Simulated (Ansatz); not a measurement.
**Stretching the linear La chain**

Wanted: energy, moment and open channels of the linear La chain from 12 % compression to 30 % stretch.

Program: Ansatz 0.2.0. Level of theory: DFT PBE, plane waves, PAW; relaxation of a chain's period, in the first sound run; inputs show where later runs differ. Results are calculated unless marked as measured.

### Step 1. The starting structure

The cell holds 1 atom: 1 La. Its edges and angles: a = 12.000 Å, b = 12.000 Å, c = 3.850 Å, α = 90.0°, β = 90.0°, γ = 90.0°. Vacuum lies along a and b. The structure's axis is c.

### Step 2. The relaxed wire

Band widths follow the bond lengths, so the chain is relaxed first. The atoms and the third cell vector are free; the box across stays fixed as vacuum. Moments are seeded so that a magnetic state can form if it lies lower. A Fermi-Dirac smearing is set since the result may be a metal. The pressure printed is a third of the stress's trace over the whole box, vacuum included; only the stress along the axis is relaxed.

The input, input.yaml:

```yaml
crystal:
  lattice:
    - [12.0, 0.0, 0.0]
    - [0.0, 12.0, 0.0]
    - [0.0, 0.0, 3.8502]
  atoms:
    - { symbol: La, position: [0.5, 0.5, 0.0], spin: 1.0 }
magnetization:
  spin_polarized: true
kpoints:
  mp_grid: { grid: [1, 1, 21] }
scf:
  occupations: { method: fermi_dirac, width: 0.05 }
hamiltonian:
  xc: pbe
relax:
  cell: { fix: [a, b, alpha, beta, gamma] }
  max_steps: 60
```

The run is started by

```
> ansatz run input.yaml --threads 8 --pin off --max-ram 16384MiB --backend cpu --events-out ev --progress --plain --runs-dir out
```

Numbers of over 12 decimals in the logs are rounded to 6 here.

What it wrote:

```text
Engine: ansatz 0.2.0, aarch64-unknown-linux-gnu
Pseudopotentials: kind: paw
Pseudopotential: La, paw, valence charge 11, recommended cutoff 420 eV (normal), La.paw.azcp
Functional definition: PBE
  parameter kappa = 0.804
  parameter beta = 0.066725
  exchange = pbe_x(kappa = kappa, mu = beta*pi^2/3)
  correlation = pbe_c(beta = beta)
Crystal: 1 atoms, lattice volume = 554.429 Å³
Basis set: ecut = 420 eV, 10861 PW (Γ), exchange–correlation on 162×162×54 points (8 copies of the dense FFT grid, shifted against one another)
Bands: 10, of which v1, the nominal top of the filled ones, is band 6 counted from 1 (5 counted from 0)
Symmetry: 16 space group operations
Space group: P4/mmm (ITA 123), of the structure as read, at distance tolerance 8.2e-5 Å
Magnetic group: BNS 123.339 (UNI 999), of the structure as read, at distance tolerance 8.2e-5 Å
k-points: 11 of 21
Non-local potential: La, projectors of the file, l = 0: 3, l = 1: 2, l = 2: 2, l = 3: 3
PAW form: soft (Blöchl's): semilocal exchange-correlation on the pseudo side does not see the compensation charge
PAW one-centre angular grid: La, 590 points (default); XC on 64 Gauss nodes
Initial density: superposition of atomic densities (neutral atoms: chi_scale 0, normalization atom)
Starting moments: Σ|m| = 1 μB on 1 of 1 site
Initial wavefunctions: pseudopotential atomic-orbital guess
Functional: x = pbe(κ = 0.804, μ = 0.219515), c = pbe(β = 0.066725)
SCF iter   1: F=—  HF=-6247.589808 eV  |F-HF|=—  |Δ(HF+E_count)|=         —  Δρ=1.59e-2 (↑1.59e-2 ↓3.77e-3)  dr2=4.42e0  dr2_m=2.62e-1  M=1.560 μB ∫|m|=1.560 μB  β_m=0.30  ethr=3.10e-3  ⟨swp⟩=6.3  Hψ=2930  notcnv=0
Mixer restart at iter 1: flushing history
automatic band count: the SCF goes on with 14 bands, as 10 were too few: the levels above may hold too much charge
preconditioner: auto → LDOS  [metal: Δε(μ)=0.045 eV  Ē_g=1.083 eV  σ=0.050 eV  W_gap=0.22  n_scr=20 (ndim 8)  ℏωp=2.7 eV  f_vac=0.683  D(μ)=11.56/eV (n_scr^D=70)]
spin=Collinear: LDOS preconditioning applied to the charge; magnetization (m = ρ↑ − ρ↓) channel mixes plain (no charge-response kernel on spin).
SCF iter   2: F=—  HF=-6247.325243 eV  |F-HF|=—  |Δ(HF+E_count)|=   2.65e-1  Δρ=6.56e-3 (↑6.56e-3 ↓3.34e-3)  dr2=1.78e0  dr2_m=1.98e-2  M=1.489 μB ∫|m|=1.489 μB  β_m=0.46  ethr=3.10e-3  ⟨swp⟩=1.8  Hψ=537  notcnv=0
SCF iter   3: F=—  HF=-6247.173281 eV  |F-HF|=—  |Δ(HF+E_count)|=   1.52e-1  Δρ=3.31e-3 (↑3.31e-3 ↓2.46e-3)  dr2=4.55e-1  dr2_m=3.73e-3  M=1.651 μB ∫|m|=1.651 μB  β_m=0.50  ethr=3.10e-3  ⟨swp⟩=2.3  Hψ=612  notcnv=0
SCF iter   4: F=—  HF=-6247.148711 eV  |F-HF|=—  |Δ(HF+E_count)|=   2.46e-2  Δρ=1.95e-3 (↑1.30e-3 ↓1.95e-3)  dr2=2.69e-2  dr2_m=1.11e-2  M=1.762 μB ∫|m|=1.762 μB  β_m=0.65  ethr=3.10e-3  ⟨swp⟩=1.5  Hψ=380  notcnv=0
SCF iter   5: F=—  HF=-6247.177500 eV  |F-HF|=—  |Δ(HF+E_count)|=         —  Δρ=1.77e-3 (↑1.77e-3 ↓6.34e-4)  dr2=1.21e-2  dr2_m=6.51e-3  M=1.921 μB ∫|m|=1.921 μB  β_m=0.65  ethr=2.44e-4  ⟨swp⟩=2.8  Hψ=574  notcnv=0
SCF iter   6: F=—  HF=-6247.182350 eV  |F-HF|=—  |Δ(HF+E_count)|=   4.85e-3  Δρ=1.14e-3 (↑1.14e-3 ↓1.53e-4)  dr2=7.14e-3  dr2_m=1.63e-3  M=1.953 μB ∫|m|=1.953 μB  β_m=0.83  ethr=1.10e-4  ⟨swp⟩=2.4  Hψ=468  notcnv=0
SCF iter   7: F=—  HF=-6247.182991 eV  |F-HF|=—  |Δ(HF+E_count)|=   6.41e-4  Δρ=2.10e-4 (↑2.10e-4 ↓1.04e-4)  dr2=5.50e-4  dr2_m=2.17e-5  M=1.983 μB ∫|m|=1.983 μB  β_m=0.91  ethr=6.49e-5  ⟨swp⟩=2.7  Hψ=522  notcnv=0  defer=1
SCF iter   8: F=—  HF=-6247.183175 eV  |F-HF|=—  |Δ(HF+E_count)|=   1.85e-4  Δρ=1.66e-4 (↑1.66e-4 ↓1.85e-5)  dr2=2.77e-4  dr2_m=2.99e-5  M=1.996 μB ∫|m|=1.996 μB  β_m=0.96  ethr=5.00e-6  ⟨swp⟩=3.0  Hψ=590  notcnv=0
SCF iter   9: F=—  HF=-6247.183177 eV  |F-HF|=—  |Δ(HF+E_count)|=   2.12e-6  Δρ=1.23e-4 (↑1.23e-4 ↓2.28e-5)  dr2=1.34e-4  dr2_m=1.36e-5  M=1.997 μB ∫|m|=1.997 μB  β_m=0.94  ethr=2.52e-6  ⟨swp⟩=1.3  Hψ=338  notcnv=0
SCF iter  10: F=—  HF=-6247.183170 eV  |F-HF|=—  |Δ(HF+E_count)|=   7.43e-6  Δρ=4.89e-5 (↑4.89e-5 ↓8.70e-6)  dr2=2.16e-5  dr2_m=2.24e-6  M=1.997 μB ∫|m|=1.997 μB  β_m=0.97  ethr=1.22e-6  ⟨swp⟩=1.2  Hψ=321  notcnv=0
SCF iter  11: F=—  HF=-6247.183189 eV  |F-HF|=—  |Δ(HF+E_count)|=   1.89e-5  Δρ=7.75e-6 (↑7.75e-6 ↓1.76e-6)  dr2=3.95e-7  dr2_m=7.17e-8  M=1.996 μB ∫|m|=1.996 μB  β_m=0.99  ethr=1.97e-7  ⟨swp⟩=1.8  Hψ=359  notcnv=0
SCF iter  12: F=—  HF=-6247.183189 eV  |F-HF|=—  |Δ(HF+E_count)|=   7.86e-7  Δρ=4.08e-6 (↑4.08e-6 ↓8.59e-7)  dr2=1.02e-7  dr2_m=1.92e-8  M=1.996 μB ∫|m|=1.996 μB  β_m=0.99  ethr=3.59e-9  ⟨swp⟩=2.1  Hψ=497  notcnv=0
SCF iter  13: F=—  HF=-6247.183190 eV  |F-HF|=—  |Δ(HF+E_count)|=   3.26e-7  Δρ=1.10e-6 (↑1.10e-6 ↓4.63e-7)  dr2=1.04e-8  dr2_m=1.44e-9  M=1.996 μB ∫|m|=1.996 μB  β_m=1.00  ethr=9.28e-10  ⟨swp⟩=2.4  Hψ=504  notcnv=0
SCF iter  14: F=-6247.183190 eV  HF=-6247.183190 eV  |F-HF|=8.77e-10  |Δ(HF+E_count)|=   3.59e-8  Δρ=2.64e-7 (↑2.64e-7 ↓1.82e-7)  dr2=1.70e-9  dr2_m=1.45e-10  M=1.996 μB ∫|m|=1.996 μB  ethr=9.46e-11  ⟨swp⟩=1.8  Hψ=1034  notcnv=0
SCF 1 converged in 14 iterations: F = -6247.183190 eV  dr2 = 1.70e-9
  greatest PAW one-centre occupation: 0.973 electrons in one spin orbital (limit 2), on the La atom at site 0 (counted from 0), in its partial waves of l = 0
relax step   1: F+E_penalty+E_count = -6247.18318985 eV  Δ(F+E_penalty+E_count) = +0.000e0 eV  max|allowed force component| = 0.000e0 eV/Å  Δτ_max = 0.0000 Å  P = -0.294 GPa  Ω = 554.429 Å³  fix = [a, b, alpha, beta, gamma]  reactions: a -0.007, b -0.007 GPa  (14 SCF iters, dr2 threshold 1.00e-7 eV, accepted)
Crystal: 1 atoms, lattice volume = 540.608 Å³
Basis set: ecut = 420 eV, 10565 PW (Γ), exchange–correlation on 162×162×54 points (8 copies of the dense FFT grid, shifted against one another)
Bands: 14, of which v1, the nominal top of the filled ones, is band 6 counted from 1 (5 counted from 0)
Initial density: handed on by an earlier stage of this run
Starting moments: Σ|m| = 1 μB on 1 of 1 site; this step starts from the density that it was given
Initial wavefunctions: those handed on with the density
iter 1 solved again at ethr=4.22e-5 eV; its pass at ethr=3.10e-3 eV (dr2=4.64e-3 eV) is discarded
SCF iter   1: F=—  HF=-6247.254424 eV  |F-HF|=—  |Δ(HF+E_count)|=         —  Δρ=4.49e-4 (↑4.49e-4 ↓1.91e-4)  dr2=4.89e-3  dr2_m=1.88e-4  M=1.998 μB ∫|m|=1.998 μB  β_m=0.65  ethr=4.22e-5  ⟨swp⟩=1.4  Hψ=2502  notcnv=0
preconditioner: auto → LDOS  [metal: Δε(μ)=0.066 eV  Ē_g=1.234 eV  σ=0.050 eV  W_gap=0.32  n_scr=12 (ndim 8)  ℏωp=2.8 eV  f_vac=0.700  D(μ)=4.37/eV (n_scr^D=20)]
[...]
SCF iter  12: F=-6247.377929 eV  HF=-6247.377929 eV  |F-HF|=2.58e-9  |Δ(HF+E_count)|=   1.02e-7  Δρ=4.86e-7 (↑4.86e-7 ↓2.19e-7)  dr2=2.30e-9  dr2_m=3.22e-10  M=2.076 μB ∫|m|=2.076 μB  ethr=1.68e-10  ⟨swp⟩=2.5  Hψ=1073  notcnv=0
SCF 3 converged in 12 iterations: F = -6247.377929 eV  dr2 = 2.30e-9
relax step   3: F+E_penalty+E_count = -6247.37792885 eV  Δ(F+E_penalty+E_count) = -1.224e-1 eV  max|allowed force component| = 0.000e0 eV/Å  Δτ_max = 0.0000 Å  P = -0.218 GPa  Ω = 513.580 Å³  energy of the carried Pulay correction = +5.536e-5 eV  fix = [a, b, alpha, beta, gamma]  reactions: a -0.007, b -0.007 GPa  (12 SCF iters, dr2 threshold 1.00e-7 eV, accepted)
[...]
relax step   4: F+E_penalty+E_count = -6247.55969924 eV  Δ(F+E_penalty+E_count) = -1.818e-1 eV  max|allowed force component| = 0.000e0 eV/Å  Δτ_max = 0.0000 Å  P = -0.300 GPa  Ω = 485.858 Å³  energy of the carried Pulay correction = +9.597e-5 eV  fix = [a, b, alpha, beta, gamma]  reactions: a -0.009, b -0.009 GPa  (21 SCF iters, dr2 threshold 1.00e-7 eV, accepted)
[...]
relax step   5: F+E_penalty+E_count = -6247.69419796 eV  Δ(F+E_penalty+E_count) = -1.345e-1 eV  max|allowed force component| = 0.000e0 eV/Å  Δτ_max = 0.0000 Å  P = -0.230 GPa  Ω = 458.830 Å³  energy of the carried Pulay correction = +1.382e-4 eV  fix = [a, b, alpha, beta, gamma]  reactions: a -0.010, b -0.010 GPa  (10 SCF iters, dr2 threshold 1.00e-7 eV, accepted)
[...]
relax step   6: F+E_penalty+E_count = -6247.76749161 eV  Δ(F+E_penalty+E_count) = -7.329e-2 eV  max|allowed force component| = 0.000e0 eV/Å  Δτ_max = 0.0000 Å  P = -0.044 GPa  Ω = 431.611 Å³  energy of the carried Pulay correction = +1.834e-4 eV  fix = [a, b, alpha, beta, gamma]  reactions: a -0.010, b -0.010 GPa  (11 SCF iters, dr2 threshold 1.00e-7 eV, accepted)
[...]
relax step   7: F+E_penalty+E_count = -6247.76843118 eV  Δ(F+E_penalty+E_count) = -9.396e-4 eV  max|allowed force component| = 0.000e0 eV/Å  Δτ_max = 0.0000 Å  P = +0.012 GPa  Ω = 426.181 Å³  energy of the carried Pulay correction = +1.928e-4 eV  fix = [a, b, alpha, beta, gamma]  reactions: a -0.010, b -0.010 GPa  (14 SCF iters, dr2 threshold 3.10e-8 eV, accepted)
[...]
relax step   8: F+E_penalty+E_count = -6247.76875265 eV  Δ(F+E_penalty+E_count) = -3.215e-4 eV  max|allowed force component| = 0.000e0 eV/Å  Δτ_max = 0.0000 Å  P = -0.005 GPa  Ω = 427.884 Å³  energy of the carried Pulay correction = +1.898e-4 eV  fix = [a, b, alpha, beta, gamma]  reactions: a -0.010, b -0.010 GPa  (9 SCF iters, dr2 threshold 8.08e-9 eV, accepted)
Basis set: ecut = 420 eV, 8225 PW (Γ), exchange–correlation on 162×162×40 points (8 copies of the dense FFT grid, shifted against one another)
Initial wavefunctions: pseudopotential atomic-orbital guess (no wavefunctions were taken with the density)
iter 1 solved again at ethr=4.78e-7 eV; its pass at ethr=3.10e-3 eV (dr2=5.26e-5 eV) is discarded
SCF iter   1: F=—  HF=-6247.768376 eV  |F-HF|=—  |Δ(HF+E_count)|=         —  Δρ=1.62e-5 (↑1.62e-5 ↓1.62e-5)  dr2=5.66e-7  dr2_m=1.34e-12  M=-0.000 μB ∫|m|=0.000 μB  β_m=0.65  ethr=4.78e-7  ⟨swp⟩=3.4  Hψ=2582  notcnv=0
preconditioner: auto → LDOS  [metal: Δε(μ)=0.080 eV  Ē_g=1.793 eV  σ=0.050 eV  W_gap=0.36  n_scr=12 (ndim 8)  ℏωp=3.1 eV  f_vac=0.716  D(μ)=3.04/eV (n_scr^D=12)]
spin=Collinear: LDOS preconditioning applied to the charge; magnetization (m = ρ↑ − ρ↓) channel mixes plain (no charge-response kernel on spin).
SCF iter   2: F=—  HF=-6247.768413 eV  |F-HF|=—  |Δ(HF+E_count)|=   3.75e-5  Δρ=5.85e-6 (↑5.85e-6 ↓5.85e-6)  dr2=1.23e-7  dr2_m=1.14e-12  M=-0.000 μB ∫|m|=0.000 μB  β_m=0.58  ethr=5.14e-9  ⟨swp⟩=2.5  Hψ=439  notcnv=0
SCF iter   3: F=—  HF=-6247.768414 eV  |F-HF|=—  |Δ(HF+E_count)|=   4.38e-7  Δρ=1.39e-6 (↑1.38e-6 ↓1.39e-6)  dr2=2.09e-8  dr2_m=1.04e-12  M=-0.000 μB ∫|m|=0.000 μB  β_m=0.77  ethr=1.12e-9  ⟨swp⟩=2.3  Hψ=426  notcnv=0
SCF iter   4: F=—  HF=-6247.768414 eV  |F-HF|=—  |Δ(HF+E_count)|=   2.75e-8  Δρ=3.21e-7 (↑3.21e-7 ↓3.16e-7)  dr2=1.09e-9  dr2_m=8.02e-13  M=-0.000 μB ∫|m|=0.000 μB  β_m=0.85  ethr=1.90e-10  ⟨swp⟩=2.6  Hψ=454  notcnv=0
SCF iter   5: F=—  HF=-6247.768414 eV  |F-HF|=—  |Δ(HF+E_count)|=   2.95e-9  Δρ=4.97e-8 (↑4.43e-8 ↓4.97e-8)  dr2=3.84e-11  dr2_m=6.10e-13  M=-0.000 μB ∫|m|=0.000 μB  β_m=0.89  ethr=9.90e-12  ⟨swp⟩=2.5  Hψ=458  notcnv=0
SCF iter   6: F=-6247.768414 eV  HF=-6247.768414 eV  |F-HF|=4.55e-12  |Δ(HF+E_count)|=   1.28e-8  Δρ=1.38e-8 (↑1.06e-8 ↓1.38e-8)  dr2=1.76e-12  dr2_m=3.47e-13  M=-0.000 μB ∫|m|=0.000 μB  ethr=1.00e-12  ⟨swp⟩=4.1  Hψ=1156  notcnv=0
the starting moments were not kept: the SCF closed with an absolute magnetisation of 1.8e-5 μB, where they sum to 1 μB in size (1 site). That is at most 0.1 of that sum.
SCF 9 converged in 6 iterations: F = -6247.768414 eV  dr2 = 1.76e-12
relax step   9: F+E_penalty+E_count = -6247.76841384 eV  Δ(F+E_penalty+E_count) = +3.388e-4 eV  max|allowed force component| = 0.000e0 eV/Å  Δτ_max = 0.0000 Å  P = -0.005 GPa  Ω = 427.884 Å³  fix = [a, b, alpha, beta, gamma]  reactions: a -0.009, b -0.009 GPa  stress off target by 4.50e-3 GPa on what of the cell is left free  SCF on the basis re-selected at this cell (its energy is not comparable with the rows above)  (6 SCF iters)
basis re-selected at this cell: Δ(F+E_penalty+E_count) = +3.388e-4 eV, ΔP = +0.000 GPa vs the last step (what re-selecting the basis moved, of the pressure what is left beyond the Pulay correction that the steps carried, after the strain that the cell walked since its last selection, with what the two solves' SCF thresholds leave and, on support functions, any second-order correction that the steps lacked; it is no measure of the basis error at this ecutwfc). The dense FFT grid was sized anew with the basis: this SCF ran on 81×81×20 points, the steps before it on 81×81×27, so part of this shift can come from that change (see relax.cell in the input reference). [rest of the remark cut]
SCF converged after 6 iterations
Magnetization: -0.0000 μB (5.5000 up, 5.5000 down)
Absolute magnetization: 0.0000 μB (∫|ρ↑−ρ↓|, with the PAW one-centre terms)
Spin contamination: 0.0000 ħ² per cell (⟨S²⟩ above its minimum at these occupations)
Per-site moments (μB) at R_I (Å): [(-8.915669929286247e-6, 1.225710)]
Free energy (F): -6247.768414 eV
Harris-Foulkes:  -6247.768414 eV  (|F-HF|=4.55e-12)
Internal energy: -6247.745207 eV  (E = F + TS)
E sigma→0 (E₀):  -6247.756811 eV
Entropy (-TS):   -0.023206 eV (-23.206 meV/atom)
Fermi energy:    -1.640249 eV
--- Per-component energies (eV) ---
  E_band       = -188.237431
  E_kinetic    = 194.388993
  E_local      = -1661.303548  (includes V_loc(G=0)·N_el)
  E_nonlocal   = 95.234043
  E_hartree    = 695.997247
  E_xc         = -137.931472
  E_vxc        = -145.677810  (∫ρ·V_xc dr)
  E_paw        = -5416.189179  (= ΣΔE_a)
  E_vpaw       = -62.873652  (= ΣTr[D̂ρ^β])
  E_aug_tail   = -0.000000  (compensation charges beyond the density's cutoff)
  E_ewald      = -17.941291
  E_smearing   = -0.023206  (= −TS)
  E_closure    = -0.000000  (closes the sum)
  Σ components = -6247.768414   (vs F -6247.768414, Δ=0.00e0)
--- Forces (eV/Å), atoms counted from 1 ---
  atom   1  La     0.00000000     0.00000000     0.00000000
  max |Σ_I F_I| component: 1.51e-28 eV/Å
--- Stress (GPa, compression-positive) ---
       -0.009478       0.000000       0.000000
        0.000000      -0.009478      -0.000000
        0.000000      -0.000000       0.004500
  P = ⅓ Tr σ = -0.0048 GPa (-0.048 kbar)
--- Relaxed structure (8 steps of the walk, 8 accepted, 1 SCFs on fresh bases) ---
  F+E_penalty+E_count = -6247.76841384 eV   max|allowed force component| = 0.000e0 eV/Å   (the final SCF, on the basis selected at the relaxed cell)
  cell:  # Å, volume = 427.8842 Å³
    - [12.0, 0, 0]
    - [0, 12.0, 0]
    - [0, 0, 2.971418]
  atoms:
    - { symbol: La, position: [0.5, 0.5, 0] }
```

It took 24 s on 8 threads of Arm Neoverse V2, shared host; peak memory 0.98 GiB.

The steps of the relaxation:

| step | energy less that of the first step (eV) | largest force component (eV/Å) | pressure (GPa) | volume (Å³) |
| --- | --- | --- | --- | --- |
| 1 | 0.0000 | 0.0000 | -0.29 | 554.43 |
| 2 | -0.0723 | 0.0000 | -0.27 | 540.61 |
| 3 | -0.1947 | 0.0000 | -0.22 | 513.58 |
| 4 | -0.3765 | 0.0000 | -0.30 | 485.86 |
| 5 | -0.5110 | 0.0000 | -0.23 | 458.83 |
| 6 | -0.5843 | 0.0000 | -0.04 | 431.61 |
| 7 | -0.5852 | 0.0000 | 0.01 | 426.18 |
| 8 | -0.5856 | 0.0000 | -0.01 | 427.88 |
| 9* | -0.5852 | 0.0000 | 0.00 | 427.88 |

Relaxation steps marked * repeat the geometry before them on a plane-wave basis chosen anew for their cell, so energy and pressure can jump there.

| cell as run | before | after | change |
| --- | --- | --- | --- |
| c (Å) | 3.850 | 2.971 | -22.8 % |

Final coordinates:

```
La
1.0
    12.00000    0.00000    0.00000
     0.00000   12.00000    0.00000
     0.00000    0.00000    2.97142
La
1
Direct
  0.50000 0.50000 0.00000
```

Numbers from this step:

```
energy at zero smearing    : -6247.7568 eV
cell length along the wire : 2.971 Å
```

The cell's length comes to 2.971 Å with no moment. That is -23 % against the start, more than a small adjustment.

The cell shrank by 22.8 % in its periodic edges.

(Part 1 of 3 ends here.)

[Logs are printed without paths, hosts, clocks, repeated set-up lines and the standing remarks that a program may print on its own settings, such as how far it seeks lower states.]

[Hosts, paths, dates, database ids (printed as entryN), source tags and the programs' standing remarks are cut or masked in the printed files.]
